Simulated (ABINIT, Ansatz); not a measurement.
An input for ABINIT 10.8.3 (InF3 (R-3c)):

```
acell 3*1.0 Angstrom
rprim 
  2.602141182914 1.502346912402 4.907506134507
  -2.602141182914 1.502346912402 4.907506134507
  0.000000000000 -3.004693824873 4.907506134486
ntypat 2
znucl 49 9
natom 8
typat 1 1 2 2 2 2 2 2
xred 
  0.500000000000 0.500000000000 0.500000000000
  -0.000000000000 0.000000000000 0.000000000000
  0.395709220000 0.750000000000 0.104290780000
  0.750000000000 0.104290780000 0.395709220000
  0.895709220000 0.604290780000 0.250000000000
  0.250000000000 0.895709220000 0.604290780000
  0.604290780000 0.250000000000 0.895709220000
  0.104290780000 0.395709220000 0.750000000000
pp_dirpath "pseudos"
pseudos "In.upf, F.upf"
ecut 36
ngkpt 4 4 4
nshiftk 1
shiftk 0 0 0
kptopt 1
chksymbreak 0
iscf -2
irdden 1
istwfk *1
nband 120
nbdbuf 10
tolwfr 1e-09
nstep 60
prtvol 0
indata_prefix "in"
outdata_prefix "out"
tmpdata_prefix "tmp"
```

```sh
OMP_NUM_THREADS=1 mpirun -n 4 abinit run.abi > log
```

Question: Estimate wall time and host memory on 4 MPI ranks of Arm Neoverse N1, shared host.

It took 4 min; on shared hardware allow 2 min to 7.9 min. Peak host memory was 0.56 GiB.

[Paths, hosts, dates, memory and timing lines, banners, echoed tables and standing remarks are left out of the program output.]

[Logs are printed without paths, hosts, clocks, repeated set-up lines and the standing remarks that a program may print on its own settings, such as how far it seeks lower states.]

[Runs of the session that timed out or met a known fault of the program may be left out.]

[Hosts, paths, dates, database ids (printed as entryN), source tags and the programs' standing remarks are cut or masked in the printed files.]

[G0W0 gaps are taken among the corrected bands and points alone; a level outside them can change the order at an edge.]

[Where Ansatz stands beside ABINIT at settings called matched, ABINIT's density can come from a denser mesh and the files from another edition; pairs whose starting gaps differed by over 0.03 eV were left out, so agreement reads better than it is.]
